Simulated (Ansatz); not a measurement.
**GaN (F-43m):H_N, thermodynamic levels from a 54-atom cell**

Aim: at which Fermi levels does H_N in GaN (F-43m) change its charge? The model is a cell of 54 host atoms with 1 N taken out and 1 H put in.

Calculated with Ansatz 0.2.0; place-levels on r2SCAN runs: charge-transition levels and formation energies with image-charge correction and potential alignment at the atomic sites; PAW set soft_1.

## (1) The starting structure

The cell holds 54 atoms: 27 Ga, 26 N and 1 H. Its edges and angles: a = 9.542 Å, b = 9.542 Å, c = 9.542 Å, α = 60.0°, β = 60.0°, γ = 60.0°. It derives from GaN (space group F-43m). Nearest the centre at fractional (0.417, 0.417, 0.417): H28 at 0.00 Å, Ga29 at 1.95 Å, Ga45 at 1.95 Å, Ga33 at 1.95 Å, Ga27 at 1.95 Å, N46 at 3.18 Å, N34 at 3.18 Å, N16 at 3.18 Å.

Structure file:

```xyz
54
Lattice="0.0000 6.7473 6.7473 6.7473 0.0000 6.7473 6.7473 6.7473 0.0000" Properties=species:S:1:pos:R:3 pbc="T T T"
Ga    0.0000    0.0000    0.0000
N     1.1245    1.1245    1.1245
Ga    2.2491    2.2491    0.0000
N     3.3736    3.3736    1.1245
Ga    4.4982    4.4982    0.0000
N     5.6227    5.6227    1.1245
Ga    2.2491    0.0000    2.2491
N     3.3736    1.1245    3.3736
Ga    4.4982    2.2491    2.2491
N     5.6227    3.3736    3.3736
Ga    6.7473    4.4982    2.2491
N     7.8718    5.6227    3.3736
Ga    4.4982    0.0000    4.4982
N     5.6227    1.1245    5.6227
Ga    6.7473    2.2491    4.4982
N     7.8718    3.3736    5.6227
Ga    8.9964    4.4982    4.4982
N    10.1209    5.6227    5.6227
Ga    0.0000    2.2491    2.2491
N     1.1245    3.3736    3.3736
Ga    2.2491    4.4982    2.2491
N     3.3736    5.6227    3.3736
Ga    4.4982    6.7473    2.2491
N     5.6227    7.8718    3.3736
Ga    2.2491    2.2491    4.4982
N     3.3736    3.3736    5.6227
Ga    4.4982    4.4982    4.4982
H     5.6227    5.6227    5.6227
Ga    6.7473    6.7473    4.4982
N     7.8718    7.8718    5.6227
Ga    4.4982    2.2491    6.7473
N     5.6227    3.3736    7.8718
Ga    6.7473    4.4982    6.7473
N     7.8718    5.6227    7.8718
Ga    8.9964    6.7473    6.7473
N    10.1209    7.8718    7.8718
Ga    0.0000    4.4982    4.4982
N     1.1245    5.6227    5.6227
Ga    2.2491    6.7473    4.4982
N     3.3736    7.8718    5.6227
Ga    4.4982    8.9964    4.4982
N     5.6227   10.1209    5.6227
Ga    2.2491    4.4982    6.7473
N     3.3736    5.6227    7.8718
Ga    4.4982    6.7473    6.7473
N     5.6227    7.8718    7.8718
Ga    6.7473    8.9964    6.7473
N     7.8718   10.1209    7.8718
Ga    4.4982    4.4982    8.9964
N     5.6227    5.6227   10.1209
Ga    6.7473    6.7473    8.9964
N     7.8718    7.8718   10.1209
Ga    8.9964    8.9964    8.9964
N    10.1209   10.1209   10.1209
```

Known beforehand: the electronic dielectric constant, 6.00, and the static one, 10.56, computed on the host (DFPT, PBEsol, on the r2SCAN cell), and a cell off the functional's own equilibrium shifts the ionic part.

The cell's shortest repeat is 9.5 Å.

## (2) What was run first

Levels follow from differences of total energies between charge states, each relaxed by itself.

Random displacements of about 0.05 Å break the site symmetry at the start, so that the relaxation can reach a distorted minimum if there is one. Forces are taken on a 2×2×2 shifted mesh. The cell holds 1 electron more than the neutral one, with a uniform background that keeps it neutral on the whole. The electron count is odd, so at least one spin is unpaired; this run locks the moment at 1 μB.

The sampling was tested on the host first: at the k-points planned (1x1x1 shifted 0.25 0.25 0.25) its energy lies 0.067 eV an atom from the dense-mesh value, so the final energies take a denser sampling.

One state's input; the others differ in charge, spin, start and seed, and in occupations where the table says so.

The input, qm1_M1.relax/input.yaml:

```yaml
crystal:
  lattice:
    - [0.0, 2.24909694, 2.24909694]
    - [2.24909694, 0.0, 2.24909694]
    - [2.24909694, 2.24909694, 0.0]
  atoms:
    - { symbol: Ga, position: [0.0, 0.0, 0.0] }
    - { symbol: "N", position: [0.25, 0.25, 0.25] }
  supercell: [3, 3, 3]
  defects: [{ substitution: { at: 27, symbol: H } }]
total_charge: -1
basis:
  ecutwfc: 500
  xc_grid: 2
hamiltonian:
  xc: r2scan
  pseudopotentials: { kind: paw, azcp: { folder: soft_1 } }
kpoints:
  mp_grid: { grid: [2, 2, 2], shift: [0.5, 0.5, 0.5] }
magnetization:
  spin_polarized: true
  initial_magnetization: 1
  spin_locking: { lock_magnetization: hard }
scf:
  occupations: { method: fixed }
  max_iter: 80
output:
  forces: true
  charged_corrections: { epsilon: 6.0, static_epsilon: 10.56 }
relax:
  f_tol: 0.02
  max_steps: 80
  random_displacement: { amplitude: 0.05, seed: 7823 }
checkpoint:
  write: "../qm1_M1.relax.run"
  compress: false
  write_wavefunctions: true
  write_every: 100000
```

Launch:

```sh
$ ansatz run input.yaml --threads 4 --pin off --max-ram 15073MiB --backend cpu --events-out ev --progress --plain --runs-dir out
```

The run of this state that the levels use, under r2SCAN:

The input, qm1_M1.point/input.yaml:

```yaml
crystal:
  checkpoint: "../qm1_M1.relax.run"
  host: checkpoint
total_charge: -1
basis:
  ecutwfc: 500
  xc_grid: 2
hamiltonian:
  xc: r2scan
  pseudopotentials: { kind: paw, azcp: { folder: soft_1 } }
kpoints:
  mp_grid: { grid: [2, 2, 2], shift: [0.5, 0.5, 0.5] }
magnetization:
  spin_polarized: true
  initial_magnetization: 1
  spin_locking: { lock_magnetization: hard }
scf:
  occupations: { method: fixed }
  max_iter: 80
output:
  forces: true
  eigenvalues: true
  charged_corrections:
    epsilon: 6.0
    static_epsilon: 10.56
    defect_position: [0.416667, 0.416667, 0.416667]
  eigenstates: { localisation: true }
  populations: true
  efg: {}
  band_densities: [{ bands: [v1, v1] }, { bands: [c1, c1] }]
  write_density: true
  write_potential: true
  volumetric_format: npy
checkpoint:
  read: "../qm1_M1.relax.run"
  write: "../qm1_M1.point.run"
  compress: false
  write_wavefunctions: false
  write_every: 100000
```

Relaxations under r2SCAN at a 2×2×2 shifted mesh; times on 4 threads of Arm Neoverse V1, shared host:

```
charge  moment (μB)  occupations    outcome  steps  largest displacement against the far atoms (Å)     time
    −1            1        fixed  converged     13                                            1.26   27 min
     0            0        fixed  converged     11                                            1.19  9.3 min
    +1            1        fixed  converged     16                                            0.71   33 min
    +2            0        fixed  converged      6                                            0.20  5.4 min
    +3            1        fixed  converged      4                                            0.20   12 min
```

Single points under r2SCAN at a 2×2×2 shifted mesh; times on 4 threads of Arm Neoverse V1, shared host:

```
charge  moment (μB)  occupations    outcome     time
    −1            1        fixed  converged  1.9 min
     0            0        fixed  converged     53 s
    +1            1        fixed  converged  1.8 min
    +2            0        fixed  converged     53 s
    +3            1        fixed  converged  1.8 min
```

Distances (Å) from H28 to the nearest atoms after relaxation with r2SCAN:

```
charge  moment (μB)       1.       2.       3.       4.      5.      6.
    −1            1  Ga 1.63  Ga 1.64   N 2.49   N 2.50  N 2.54  N 2.56
     0            0  Ga 1.66  Ga 1.66   N 2.55   N 2.55  N 2.55  N 2.55
    +1            1  Ga 1.75  Ga 1.76  Ga 2.52  Ga 2.52  N 2.76  N 2.76
    +2            0  Ga 2.12  Ga 2.14  Ga 2.15  Ga 2.16  N 3.16  N 3.16
    +3            1  Ga 2.10  Ga 2.14  Ga 2.14  Ga 2.17  N 3.15  N 3.16
```

## (3) place-levels, r2SCAN

A charged cell interacts with its images and the background, and its potential has another zero than the host's. place-levels removes the first by a point-charge model, screened by the static dielectric constant since the ions have relaxed around the charge, and the second by comparing potentials at atoms far from the defect.

The host is a run of the defect-free crystal in the same cutoffs, grids and k-points, so that basis and sampling errors cancel in part in the differences. The host is run in a cell of 2 atoms on a matching mesh. Its band edges are searched through the zone by a band path, so the gap is smaller than, or equal to, that on the mesh. Chemical potentials are energies per atom of N (N2 molecule) and H (H2 molecule), run with the same functional and cutoff.

The input, levels.point.yaml:

```yaml
host:
  run: host.point.run
states: [qm1_M1.point.run, q0.point.run, qp1_M1.point.run, qp2.point.run, qp3_M1.point.run]
geometry_from:
  qm1_M1.point.run: qm1_M1.relax.run
  q0.point.run: q0.relax.run
  qp1_M1.point.run: qp1_M1.relax.run
  qp2.point.run: qp2.relax.run
  qp3_M1.point.run: qp3_M1.relax.run
  host.point.run: host.relax.run
chemical_potentials:
  "N":
    energy: -384.814403
    dataset: "<sha256 of the dataset>"
  H:
    energy: -15.945394
    dataset: "<sha256 of the dataset>"
epsilon: 6.0
static_epsilon: 10.56
vertical:
  - { from: qm1_M1.point.run, to: qm1_M1.point_neutral.run }
  - { from: qp1_M1.point.run, to: qp1_M1.point_neutral.run }
  - { from: qp2.point.run, to: qp2.point_neutral.run }
  - { from: qp3_M1.point.run, to: qp3_M1.point_neutral.run }
```

Launch:

```sh
$ ansatz place-levels levels.point.yaml -- --threads 4 --pin off --max-ram 15073MiB
```

Numbers of over 12 decimals in the logs are rounded to 6 here.

The program printed:

```text
[... repeated set-up lines and file paths are left out, and long positions are rounded to six places ...]
(+3/+2) 0.007 eV beneath the valence edge (-0.947 eV without the band-filling correction), in the valence band
(+2/+1) 1.775 eV above the valence edge, 0.393 eV under the conduction edge; not on the lower envelope
(+1/0) 1.513 eV above the valence edge, 0.656 eV under the conduction edge; not on the lower envelope
(0/-1) 2.543 eV above the valence edge (+3.051 eV without the band-filling correction), in the conduction band
(+2/0) 1.644 eV above the valence edge, 0.524 eV under the conduction edge: charges between them are lowest nowhere
formation energy of charge +3: +1.025 eV with the Fermi level at the valence edge
formation energy of charge +2: +1.018 eV with the Fermi level at the valence edge
formation energy of charge +1: +2.793 eV with the Fermi level at the valence edge
formation energy of charge 0: +4.305 eV with the Fermi level at the valence edge
formation energy of charge -1: +6.848 eV with the Fermi level at the valence edge
vertical -1 to 0: no energy, since no alignment is typed
  the change from vertical[0].from (qm1_M1.point.run) to vertical[0].to (qm1_M1.point_neutral.run): by its potential at epsilon 6 it stands at 0.429 0.435 0.401, with an rms radius of about 2.1 Å (1.3 1.4 0.9 Å across the planes of the cell's vectors); [...]
vertical +1 to 0: no energy, since no alignment is typed
  the change from vertical[1].from (qp1_M1.point.run) to vertical[1].to (qp1_M1.point_neutral.run): by its potential at epsilon 6 it stands at 0.454 0.377 0.376, with an rms radius of about 2.0 Å (1.3 1.1 1.1 Å across the planes of the cell's vectors); [...]
vertical +2 to 0: no energy, since no alignment is typed
  the change from vertical[2].from (qp2.point.run) to vertical[2].to (qp2.point_neutral.run): by its potential at epsilon 6 it stands at 0.411 0.410 0.411, with an rms radius of about 2.9 Å (1.7 1.7 1.7 Å across the planes of the cell's vectors); [...]
vertical +3 to 0: no energy, since no alignment is typed
  the change from vertical[3].from (qp3_M1.point.run) to vertical[3].to (qp3_M1.point_neutral.run): by its potential at epsilon 6 it stands at 0.416 0.415 0.415, with an rms radius of about 3.8 Å (2.2 2.2 2.2 Å across the planes of the cell's vectors); [...]
  edges by r2scan, gap 2.168 eV; the host is sampled to repeats of 19.08 Å
  the defect's cells are sampled to repeats of 19.08 Å, like sampling
  charge +3: -112419.6739 eV with its correction of +1.175 eV, at epsilon 10.56, aligned at sites: -0.3034 eV, mean over 19 atomic sites at or beyond 4.77 Å from the defect at [0.4167, 0.4167, 0.4167], with +0.000000 for the charge's moments and without [...]
  charge +2: -112411.1712 eV with its correction of +0.578 eV, at epsilon 10.56, aligned at sites: -0.1743 eV, mean over 19 atomic sites at or beyond 4.77 Å from the defect at [0.4167, 0.4167, 0.4167], with +0.000000 for the charge's moments and without [...]
  charge +1: -112399.9465 eV with its correction of +0.087 eV, at epsilon 10.56, aligned at sites: -0.1446 eV, mean over 19 atomic sites at or beyond 4.77 Å from the defect at [0.4167, 0.4167, 0.4167], with +0.000000 for the charge's moments and without [...]
  charge 0: +0.000 eV for its dipole among its images, +0.000 omitted
  charge -1: -112376.4837 eV with its correction of +0.317 eV, at epsilon 10.56, aligned at sites: -0.0855 eV, mean over 19 atomic sites at or beyond 4.77 Å from the defect at [0.4167, 0.4167, 0.4167], with -0.000000 for the charge's moments and without [...]
  of states[4] (qp3_M1.point.run): it parts from the run at its places by a charge that spreads by about 2.2 Å along one vector (1.3 Å or more is wide), by its potential at epsilon 6, taken for that of held ions (one typed too small widens it), where the cell [...]
  of states[3] (qp2.point.run): it parts from the run at its places by a charge that spreads by about 1.7 Å along one vector (1.3 Å or more is wide), by its potential at epsilon 6, taken for that of held ions (one typed too small widens it), where the cell [...]
  of states[2] (qp1_M1.point.run): its alignment with the host at atomic sites is doubtful: the mean over the far sites moves by -0.1388 eV from their farther parts to their nearer, more than 0.05 eV. [...]
  of states[0] (qm1_M1.point.run): it parts from the run at its places by a charge that spreads by about 1.4 Å along one vector (1.3 Å or more is wide), by its potential at epsilon 6, taken for that of held ions (one typed too small widens it), where the cell [...]
  of vertical[0].from (qm1_M1.point.run): stability_check_not_made; [...]
  of vertical[1].from (qp1_M1.point.run): stability_check_not_made
  of vertical[2].from (qp2.point.run): it parts from the run at its places by a charge that spreads by about 1.7 Å along one vector (1.3 Å or more is wide), by its potential at epsilon 6, taken for that of held ions (one typed too small widens it), where the [...]
  of vertical[3].from (qp3_M1.point.run): band_overlap_at_count; stability_check_not_made; of the run under geometry_from: band_overlap_at_count; [...]
```

Elapsed: 0.57 s, on 4 threads of Arm Neoverse V1, shared host.

(Part 1 of 2 ends here.)

[Logs are printed without paths, hosts, clocks, repeated set-up lines and the standing remarks that a program may print on its own settings, such as how far it seeks lower states.]

[Hosts, paths, dates, database ids (printed as entryN), source tags and the programs' standing remarks are cut or masked in the printed files.]

[Where a table of states has a column of steps, it counts the stored structures, which are thinned; the runs took as many ionic steps or more.]

[A defect's name tells the site on which it was built; relaxed atoms can leave that site.]

[For some hosts the program warned that the k-mesh of the response run may be too coarse for force constants and the static dielectric constant; such warnings are not shown here.]
